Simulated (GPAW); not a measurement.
Records of electronic-structure calculations.

## How the form of the self-energy moves the gap of Sb (buckled honeycomb monolayer)

The cell holds 2 atoms: 2 Sb. Its edges and angles: a = 3.989 Å, b = 3.989 Å, c = 12.500 Å, α = 90.0°, β = 90.0°, γ = 120.0°. Vacuum lies along c.

```xyz
2
Lattice="3.9887 0.0000 0.0000 -1.9944 3.4543 0.0000 0.0000 0.0000 12.5000" Properties=species:S:1:pos:R:3
Sb    0.0000    2.3029    5.4360
Sb    1.9944    1.1514    7.0640
```

```yaml
method: DFT, LDA, plane waves, PAW (and 3 further levels or steps)
program: GPAW 26.7.0
settings_of_one_run: cutoff 450 eV, GPAW PAW setups 1.2.1 data release, 6×6×1 k-mesh, nbands 289
cost: 4 runs, 6.5 min in all on 4 MPI ranks of Arm Neoverse V1, shared host (the runs of this entry)
notes: The structure was relaxed with LDA. Limits: no spin-orbit coupling. Bands and cutoff are finite, so the gap is not at the basis limit. The miss can reach some tenths of an eV and take either sign; the mesh is an error of its own. The program warns of a poor linear fit in the extrapolation of some level, so the extrapolated values are rough.
one_shot_hse06: 1.520 eV
g0w0_extrapolated_in_the_cutoff: 2.050 eV
one_shot_pbe0: 2.138 eV
known_limits: not at the basis limit; no spin-orbit coupling
```

G0W0, extrapolated in the cutoff: +0.530 eV against one-shot HSE06, at other bands or cutoff, so not like for like. One-shot PBE0: +0.618 eV against one-shot HSE06.

[Paths, hosts, dates, memory and timing lines, banners, echoed tables and standing remarks are left out of the program output.]

[Logs are printed without paths, hosts, clocks, repeated set-up lines and the standing remarks that a program may print on its own settings, such as how far it seeks lower states.]

[Runs of the session that timed out or met a known fault of the program may be left out.]

[Hosts, paths, dates, database ids (printed as entryN), source tags and the programs' standing remarks are cut or masked in the printed files.]
